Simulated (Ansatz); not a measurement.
## TiPbSe3 (built on the sites of a database entry of HfPbO3): the cell at rest

Wanted: the relaxed cell of TiPbSe3 (built on the sites of a database entry of HfPbO3).

Calculated with Ansatz 0.2.0; DFT PBEsol, scalar-relativistic, plane waves, PAW.

The structure was built from a prototype and need not be the compound's stable phase.

## (1) Set-up

It takes space group Pm-3m (No. 221, cubic). Conventional cell: a = 4.482 Å, b = 4.482 Å, c = 4.482 Å, α = 90.00°, β = 90.00°, γ = 90.00°. Ti has 6 Se at 2.24 Å nearest. Nearest to Pb lie 12 Se at 3.17 Å. Se has 2 Ti at 2.24 Å and 4 Pb at 3.17 Å nearest. Farther neighbours and most contacts between anions are not listed.

## (2) Probe on a coarse mesh

First a cheap look: the gap decides the mesh and the occupations, the pressure tells how far the cell has to move.

Input file input.yaml:

```yaml
crystal:
  lattice:
    - [4.48169, 0.0, 0.0]
    - [0.0, 4.48169, 0.0]
    - [0.0, 0.0, 4.48169]
  atoms:
    - { symbol: Ti, position: [0.5, 0.5, 0.5] }
    - { symbol: Pb, position: [0.0, 0.0, 0.0] }
    - { symbol: Se, position: [0.0, 0.5, 0.5] }
    - { symbol: Se, position: [0.5, 0.0, 0.5] }
    - { symbol: Se, position: [0.5, 0.5, 0.0] }
kpoints:
  mp_grid: { grid: [4, 4, 4] }
hamiltonian:
  xc: pbesol
scf:
  occupations: { method: gaussian, width: 0.1 }
output:
  forces: true
  stress: true
  eigenvalues: true
```

Launch:

```
ansatz run input.yaml --threads 8 --pin off --max-ram 14336MiB --backend cpu --events-out ev --progress --plain --runs-dir out
```

Numbers of over 12 decimals in the logs are rounded to 6 here.

The program printed:

```text
Engine: ansatz 0.2.0, aarch64-unknown-linux-gnu
Pseudopotentials: kind: paw
Pseudopotential: Ti, paw, valence charge 12, recommended cutoff 420 eV (normal), Ti.paw.azcp
Pseudopotential: Pb, paw, valence charge 14, recommended cutoff 420 eV (normal), Pb.paw.azcp
Pseudopotential: Se, paw, valence charge 16, recommended cutoff 420 eV (normal), Se.paw.azcp
Functional definition: PBEsol
  exchange = pbesol_x
[...]
k-point 0: bands = [... 33 lower, 12.7709, 13.9414, 13.9414, 13.9414, 14.1849, 14.1849, 14.1849, 16.4978, ... 3 higher]
  k-point 1: bands = [... 33 lower, 12.2363, 12.8070, 13.9313, 13.9313, 13.9717, 15.6892, 15.6892, 16.4128, ... 3 higher]
  k-point 2: bands = [... 33 lower, 11.8150, 13.5324, 14.0028, 14.2266, 14.2266, 14.7171, 16.1709, 16.1709, ... 3 higher]
  k-point 9: bands = [... 33 lower, 10.1789, 15.2652, 15.2652, 15.2652, 15.9328, 15.9328, 15.9328, 20.8674, ... 3 higher]
[key lines of the parts left out:]
SCF converged after 7 iterations
Free energy (F): -30501.795913 eV
Fermi energy:    14.434459 eV
P = ⅓ Tr σ = 37.5937 GPa (375.937 kbar)
```

Run time: 0.59 s. Hardware: 8 threads of Arm Neoverse V2, shared host; peak memory 0.49 GiB; 2.7 s of CPU time.

Numbers from this step:

* pressure: 37.59 GPa
* volume per atom: 18.00 Å³
* gap on the k-mesh: 0 eV

The coarse mesh shows no gap and a pressure of 37.6 GPa.

## (3) Coarse relaxation

A rough relaxation comes first, because large forces or stress need no tight tolerances yet.

Edit input.yaml of step 2 so:

```diff
@@ -21 +21,6 @@
   eigenvalues: true
+relax:
+  adjacent_minimum: "off"
+  f_tol: 0.05
+  max_steps: 80
+  cell: { stress_tol: 0.5 }
```

The program printed:

```text
[...]
Crystal: 5 atoms, lattice volume = 90.017 Å³
Basis set: ecut = 420 eV, 1791 PW (Γ), exchange–correlation on 60×60×60 points (8 copies of the dense FFT grid, shifted against one another)
Bands: 45, of which v1, the nominal top of the filled ones, is band 37 counted from 1 (36 counted from 0)
Symmetry: 48 space group operations
[...]
k-points: 10 of 64
[...]
F+E_penalty+E_count = -30504.48126647 eV   max|allowed force component| = 6.127e-30 eV/Å   (the final SCF, on the basis selected at the relaxed cell)
  cell:  # Å, volume = 118.8580 Å³
    - [4.916728, 0, 0]
    - [0, 4.916728, 0]
    - [0, 0, 4.916728]
  atoms:
    - { symbol: Ti, position: [0.5, 0.5, 0.5] }
    - { symbol: Pb, position: [0, 0, 0] }
    - { symbol: Se, position: [0, 0.5, 0.5] }
    - { symbol: Se, position: [0.5, 0, 0.5] }
    - { symbol: Se, position: [0.5, 0.5, 0] }
[key lines of the parts left out:]
SCF converged after 6 iterations
Free energy (F): -30504.481266 eV
Fermi energy:    9.946472 eV
P = ⅓ Tr σ = 0.3073 GPa (3.073 kbar)
```

It took 3.3 s on 8 threads; peak memory 0.59 GiB.

The steps of the relaxation:

| step | energy less that of the first step (eV) | largest force component (eV/Å) | pressure (GPa) | volume (Å³) |
| --- | --- | --- | --- | --- |
| 1 | 0.0000 | 0.0000 | 37.59 | 90.02 |
| 2 | -2.0973 | 0.0000 | 13.67 | 103.83 |
| 3 | -2.6129 | 0.0000 | 3.71 | 113.78 |
| 4 | -2.6679 | 0.0000 | 0.61 | 117.99 |
| 5 | -2.6695 | 0.0000 | 0.04 | 118.86 |
| 6* | -2.6854 | 0.0000 | 0.31 | 118.86 |

Relaxation steps marked * repeat the geometry before them on a plane-wave basis chosen anew for their cell, so energy and pressure can jump there.

The run keeps the 48 symmetry operations that it works with, so distortions that break them were not tested.

| conventional cell, symmetrised | before | after | change |
| --- | --- | --- | --- |
| a (Å) | 4.482 | 4.917 | +9.7 % |
| b (Å) | 4.482 | 4.917 | +9.7 % |
| c (Å) | 4.482 | 4.917 | +9.7 % |
| volume (Å³/atom) | 18.00 | 23.77 | +32.0 % |

Final coordinates:

```xyz
5
Lattice="4.9167 0.0000 0.0000 0.0000 4.9167 0.0000 0.0000 0.0000 4.9167" Properties=species:S:1:pos:R:3 pbc="T T T"
Ti    2.4584    2.4584    2.4584
Pb    0.0000    0.0000    0.0000
Se    0.0000    2.4584    2.4584
Se    2.4584    0.0000    2.4584
Se    2.4584    2.4584    0.0000
```

Numbers from this step:

- pressure: 0.3073 GPa
- volume per atom: 23.77 Å³

In this step the volume went from 18.00 to 23.77 Å³/atom.

## (4) Bringing the structure to rest

Harmonic phonons are second derivatives at a point where the forces vanish, and they are wanted at zero stress, so atoms and cell are relaxed first.

Input file input.yaml:

```yaml
crystal:
  lattice:
    - [4.9167275629, 0.0, 0.0]
    - [0.0, 4.9167275629, 0.0]
    - [0.0, 0.0, 4.9167275629]
  atoms:
    - { symbol: Ti, position: [0.5, 0.5, 0.5] }
    - { symbol: Pb, position: [0.0, 0.0, 0.0] }
    - { symbol: Se, position: [0.0, 0.5, 0.5] }
    - { symbol: Se, position: [0.5, 0.0, 0.5] }
    - { symbol: Se, position: [0.5, 0.5, 0.0] }
kpoints:
  mp_grid: { grid: [8, 8, 8] }
hamiltonian:
  xc: pbesol
scf:
  occupations: { method: gaussian, width: 0.1 }
output:
  forces: true
  stress: true
  eigenvalues: true
  write_density: true
  write_potential: true
  elf: true
  volumetric_format: npy
relax:
  adjacent_minimum: "off"
  f_tol: 0.005
  max_steps: 80
  cell: { stress_tol: 0.05 }
```

The program printed:

```text
[...]
Crystal: 5 atoms, lattice volume = 118.858 Å³
Basis set: ecut = 420 eV, 2325 PW (Γ), exchange–correlation on 72×72×72 points (8 copies of the dense FFT grid, shifted against one another)
Bands: 45, of which v1, the nominal top of the filled ones, is band 37 counted from 1 (36 counted from 0)
[... 1 set-up line as in the run before ...]
[...]
k-points: 35 of 512
[...]
SCF iter   1: F=—  HF=-30504.423184 eV  |F-HF|=—  |Δ(HF+E_count)|=         —  Δρ=6.90e-3  dr2=8.49e-2  ethr=1.77e-3  ⟨swp⟩=6.9  Hψ=5854  notcnv=0
[...]
SCF iter   7: F=-30504.412898 eV  HF=-30504.412898 eV  |F-HF|=2.19e-9  |Δ(HF+E_count)|=   1.83e-7  Δρ=6.25e-6  dr2=8.17e-8  ethr=1.35e-10  ⟨swp⟩=12.6  Hψ=11002  notcnv=0
SCF 1 converged in 7 iterations: F = -30504.412898 eV  dr2 = 8.17e-8
[...]
relax step   1: F+E_penalty+E_count = -30504.41289829 eV  Δ(F+E_penalty+E_count) = +0.000e0 eV  max|allowed force component| = 1.162e-29 eV/Å  Δτ_max = 0.0000 Å  P = +0.705 GPa  Ω = 118.858 Å³  (7 SCF iters, dr2 threshold 1.00e-7 eV, accepted)
Crystal: 5 atoms, lattice volume = 120.172 Å³
[...]
SCF iter   6: F=-30504.415213 eV  HF=-30504.415214 eV  |F-HF|=6.41e-8  |Δ(HF+E_count)|=   7.01e-7  Δρ=9.91e-6  dr2=1.69e-7  ethr=6.76e-10  ⟨swp⟩=9.7  Hψ=13412  notcnv=0
SCF 2 converged in 6 iterations: F = -30504.415213 eV  dr2 = 1.69e-7
[...]
relax step   2: F+E_penalty+E_count = -30504.41521347 eV  Δ(F+E_penalty+E_count) = -2.315e-3 eV  max|allowed force component| = 2.209e-30 eV/Å  Δτ_max = 0.0000 Å  P = -0.098 GPa  Ω = 120.172 Å³  energy of the carried Pulay correction = -1.398e-4 eV  (6 SCF iters, dr2 threshold 5.00e-7 eV, accepted)
Crystal: 5 atoms, lattice volume = 120.010 Å³
[...]
SCF iter   6: F=-30504.415281 eV  HF=-30504.415281 eV  |F-HF|=1.51e-9  |Δ(HF+E_count)|=   6.38e-9  Δρ=1.17e-6  dr2=3.03e-9  ethr=3.25e-11  ⟨swp⟩=6.9  Hψ=8437  notcnv=0
SCF 3 converged in 6 iterations: F = -30504.415281 eV  dr2 = 3.03e-9
relax step   3: F+E_penalty+E_count = -30504.41528118 eV  Δ(F+E_penalty+E_count) = -6.771e-5 eV  max|allowed force component| = 1.521e-28 eV/Å  Δτ_max = 0.0000 Å  P = -0.002 GPa  Ω = 120.010 Å³  energy of the carried Pulay correction = -1.226e-4 eV  (6 SCF iters, dr2 threshold 2.41e-8 eV, accepted)
[...]
SCF iter   1: F=—  HF=-30504.415432 eV  |F-HF|=—  |Δ(HF+E_count)|=         —  Δρ=9.33e-6  dr2=2.03e-8  ethr=2.13e-7  ⟨swp⟩=2.7  Hψ=9266  notcnv=0
eigensolver tolerance schedule: the retry pair's looser diagonalisation over-reported the residual by 7773.83 of it (diagonalisation noise at 1.14 of the residual, at the tolerance the schedule requests for it); recorded, not acted on — ethr = c·dr2/N_el stays at c = 1.0e-1
[...]
SCF iter   2: F=—  HF=-30504.415417 eV  |F-HF|=—  |Δ(HF+E_count)|=   1.54e-5  Δρ=5.20e-6  dr2=8.64e-9  ethr=2.74e-11  ⟨swp⟩=3.1  Hψ=3571  notcnv=0
[...]
SCF iter   9: F=-30504.415417 eV  HF=-30504.415417 eV  |F-HF|=1.46e-11  |Δ(HF+E_count)|=  1.09e-11  Δρ=7.48e-10  dr2=8.08e-16  ethr=1.00e-12  ⟨swp⟩=2.5  Hψ=4637  notcnv=0
SCF 4 converged in 9 iterations: F = -30504.415417 eV  dr2 = 8.08e-16
relax step   4: F+E_penalty+E_count = -30504.41541701 eV  Δ(F+E_penalty+E_count) = -1.358e-4 eV  max|allowed force component| = 1.478e-28 eV/Å  Δτ_max = 0.0000 Å  P = -0.002 GPa  Ω = 120.010 Å³  stress off target by 1.72e-3 GPa  SCF on the basis re-selected at this cell (its energy is not comparable with the rows above)  (9 SCF iters)
[...]
SCF converged after 9 iterations
Free energy (F): -30504.415417 eV
[...]
Internal energy: -30504.401686 eV  (E = F + TS)
E sigma→0 (E₀):  -30504.408552 eV
Entropy (-TS):   -0.013731 eV (-2.746 meV/atom)
Fermi energy:    9.881105 eV
[...]
--- Stress (GPa, compression-positive) ---
       -0.001718      -0.000000      -0.000000
       -0.000000      -0.001718      -0.000000
       -0.000000      -0.000000      -0.001718
  P = ⅓ Tr σ = -0.0017 GPa (-0.017 kbar)
--- Band table (eV; the first three rows and the last of 35) ---
  k-point 0: bands = [... 33 lower, 8.4798, 8.9990, 8.9990, 8.9990, 9.4754, 9.4754, 9.4754, 10.8475, ... 4 higher]
  k-point 1: bands = [... 33 lower, 8.3761, 8.5747, 8.8908, 8.8908, 9.4807, 9.9390, 9.9390, 10.8532, ... 4 higher]
  k-point 2: bands = [... 33 lower, 8.0759, 8.1501, 8.9653, 8.9653, 9.4936, 10.5037, 10.5037, 10.8634, ... 4 higher]
  k-point 34: bands = [... 33 lower, 6.1542, 10.0913, 10.0913, 10.0913, 10.6837, 10.6837, 10.6837, 14.0145, ... 4 higher]
--- Relaxed structure (3 steps of the walk, 3 accepted, 1 SCFs on fresh bases) ---
[...]
cell:  # Å, volume = 120.0102 Å³
    - [4.932564, 0, 0]
    - [0, 4.932564, 0.0]
    - [0, 0.0, 4.932564]
  atoms:
    - { symbol: Ti, position: [0.500000, 0.500000, 0.500000] }
    - { symbol: Pb, position: [0, 0, 0] }
    - { symbol: Se, position: [0, 0.500000, 0.500000] }
    - { symbol: Se, position: [0.500000, 0, 0.500000] }
    - { symbol: Se, position: [0.500000, 0.500000, 0] }
```

Run time: 6.3 s. Hardware: 8 threads; peak memory 0.69 GiB; 45 s of CPU time.

Step by step:

| step | energy less that of the first step (eV) | largest force component (eV/Å) | pressure (GPa) | volume (Å³) |
| --- | --- | --- | --- | --- |
| 1 | 0.0000 | 0.0000 | 0.70 | 118.86 |
| 2 | -0.0023 | 0.0000 | -0.10 | 120.17 |
| 3 | -0.0024 | 0.0000 | 0.00 | 120.01 |
| 4* | -0.0025 | 0.0000 | 0.00 | 120.01 |

Relaxation steps marked * repeat the geometry before them on a plane-wave basis chosen anew for their cell, so energy and pressure can jump there.

Forces are held to the 48 operations that the run works with; a distortion that breaks them can't arise in this run.

| conventional cell, symmetrised | before | after | change |
| --- | --- | --- | --- |
| a (Å) | 4.917 | 4.933 | +0.3 % |
| b (Å) | 4.917 | 4.933 | +0.3 % |
| c (Å) | 4.917 | 4.933 | +0.3 % |
| volume (Å³/atom) | 23.77 | 24.00 | +1.0 % |

The relaxed structure:

```xyz
5
Lattice="4.9326 0.0000 0.0000 0.0000 4.9326 0.0000 0.0000 0.0000 4.9326" Properties=species:S:1:pos:R:3 pbc="T T T"
Ti    2.4663    2.4663    2.4663
Pb    0.0000    0.0000    0.0000
Se    0.0000    2.4663    2.4663
Se    2.4663    0.0000    2.4663
Se    2.4663    2.4663    0.0000
```

This step gave:

| Quantity | Value |
| --- | --- |
| pressure | -0.001718 GPa |
| volume per atom | 24.00 Å³ |

ELF in the ac plane at fractional y = 0.500, with atoms of Ti and Se within 0.2 Å of it. It is the smooth field of the valence electrons, not physical close to the nuclei.

Ten even steps from '_' (0.03) to '@' (0.79), each cell a mean:
```
____::**@@@@++==##@@%%==____
..__..==%%@@@@@@@@@@**::__..
**==::::==##%%%%%%**--..--++
@@%%**--..::----::::::++##@@
@@@@@@**..::++**==..--%%@@@@
==##@@##::**++==##====@@@@++
::**@@##::##==..**====@@@@==
##%%@@##..==##****::--%%@@%%
@@@@%%++....--==::..::**@@@@
%%##==::--++++++++==::--++##
--::..::**@@@@@@@@%%++....::
____..++@@@@%%##@@@@##--____
____::##@@%%--::**@@@@++..__
```
Columns run along a (4.9 Å), rows up along c (4.9 Å). Atoms in or near the plane, at fractional coordinates: Ti at (0.50, 0.50), Se at (0.00, 0.50), Se at (0.50, 0.00).

Valence density in the ac plane at fractional y = 0.500, with atoms of Ti and Se within 0.2 Å of it. It is the smooth field of the valence electrons, not physical close to the nuclei.

Values in e/Å³, 13 rows by 14 columns, each cell a mean:
```
 0  0  0  0  0  2 11 17  6  1  0  0  0  0
 0  0  0  0  0  1  2  2  1  1  0  0  0  0
 0  0  0  0  0  0  1  1  0  0  0  0  0  0
 0  0  0  0  0  0  0  1  0  0  0  0  0  0
 3  1  1  0  0  1  2  3  1  0  0  0  1  2
19  6  1  0  0  2  7  8  5  1  0  1  2 11
29  9  1  1  1  3  8  9  6  1  0  1  3 17
 8  3  1  0  0  1  4  5  3  1  0  1  1  5
 1  1  0  0  0  0  1  1  1  0  0  0  0  1
 0  0  0  0  0  0  0  0  0  0  0  0  0  0
 0  0  0  0  0  1  1  1  1  0  0  0  0  0
 0  0  0  0  0  1  5  7  3  1  0  0  0  0
 0  0  0  0  1  3 19 30 10  1  0  0  0  0
```
Columns run along a (4.9 Å), rows up along c (4.9 Å). Atoms in or near the plane, at fractional coordinates: Ti at (0.50, 0.50), Se at (0.00, 0.50), Se at (0.50, 0.00).

Electrostatic potential energy in the ac plane at fractional y = 0.500, with atoms of Ti and Se within 0.2 Å of it. With pseudopotentials it is smooth inside the atoms' cores, unlike the true potential.

Ten even steps from '0' (-27 eV) to '9' (14 eV), each cell a mean:
```
99997466548999
99998544479999
99999876789999
78999866789987
44688521368854
65476100047646
75476100037646
54587300158745
56898644578875
89999877889999
99999755689999
99997455458999
99996467648999
```
Columns run along a (4.9 Å; values clipped at the 3rd and 97th percentile), rows up along c (4.9 Å). Atoms in or near the plane, at fractional coordinates: Ti at (0.50, 0.50), Se at (0.00, 0.50), Se at (0.50, 0.00).

In this step the volume went from 23.77 to 24.00 Å³/atom.

## (5) Tight relaxation

Phonons need a cell at rest on their own settings, so the relaxation is repeated with tight tolerances on forces and stress, using the mesh and the filling of the phonon run that follows.

Input file input.yaml:

```yaml
crystal:
  lattice:
    - [4.9325639572, 0.0, 0.0]
    - [0.0, 4.9325639572, 0.0]
    - [0.0, 0.0, 4.9325639572]
  atoms:
    - { symbol: Ti, position: [0.5, 0.5, 0.5] }
    - { symbol: Pb, position: [0.0, 0.0, 0.0] }
    - { symbol: Se, position: [0.0, 0.5, 0.5] }
    - { symbol: Se, position: [0.5, 0.0, 0.5] }
    - { symbol: Se, position: [0.5, 0.5, 0.0] }
kpoints:
  mp_grid: { grid: [8, 8, 8] }
hamiltonian:
  xc: pbesol
scf:
  occupations: { method: methfessel_paxton, width: 0.2 }
output:
  forces: true
  stress: true
  eigenvalues: true
relax:
  adjacent_minimum: "off"
  f_tol: 0.001
  max_steps: 60
  cell: { stress_tol: 0.01 }
```

The program printed:

```text
[...]
Crystal: 5 atoms, lattice volume = 120.010 Å³
Basis set: ecut = 420 eV, 2325 PW (Γ), exchange–correlation on 72×72×72 points (8 copies of the dense FFT grid, shifted against one another)
Bands: 45, of which v1, the nominal top of the filled ones, is band 37 counted from 1 (36 counted from 0)
[... 1 set-up line as in the run before ...]
[...]
k-points: 35 of 512
[...]
--- Relaxed structure (2 steps of the walk, 2 accepted, 1 SCFs on fresh bases) ---
[...]
cell:  # Å, volume = 119.9820 Å³
    - [4.932178, 0, 0]
    - [0, 4.932178, 0.0]
    - [0, 0.0, 4.932178]
  atoms:
    - { symbol: Ti, position: [0.5, 0.5, 0.5] }
    - { symbol: Pb, position: [0, 0, 0] }
    - { symbol: Se, position: [0, 0.5, 0.5] }
    - { symbol: Se, position: [0.5, 0, 0.5] }
    - { symbol: Se, position: [0.5, 0.5, 0] }
[key lines of the parts left out:]
SCF converged after 5 iterations
Free energy (F): -30504.408438 eV
Fermi energy:    9.885978 eV
P = ⅓ Tr σ = 0.0020 GPa (0.020 kbar)
```

Elapsed: 4.3 s, on 8 threads; peak memory 0.69 GiB.

Little changed from the start: no atom moved by 0.005 Å and no cell edge by 0.1 %.

Numbers from this step:

```yaml
pressure: 0.002004 GPa
```

The forces vanish by symmetry and the pressure is 0.002 GPa, within the tolerances set. The cell now holds 24.00 Å³/atom.

## (6) What came out

```json
{"space group after relaxation (within 0.01 Å)": "Pm-3m", "lattice constant a": "4.932 Å", "lattice constant b": "4.932 Å", "lattice constant c": "4.932 Å", "volume per atom": "24.0 Å³"}
```

The forces vanish by symmetry and the pressure is 0.002 GPa, within the tolerances set. The cell now holds 24.00 Å³/atom. The relaxation keeps the symmetry of its start, so it says nothing on stability against lower symmetry. Spin-orbit coupling is left out, which can matter for the heavy elements here. The starting cell was built on a prototype and not taken from a measurement, so the phase need not exist.

[Logs are printed without paths, hosts, clocks, repeated set-up lines and the standing remarks that a program may print on its own settings, such as how far it seeks lower states.]

[Hosts, paths, dates, database ids (printed as entryN), source tags and the programs' standing remarks are cut or masked in the printed files.]
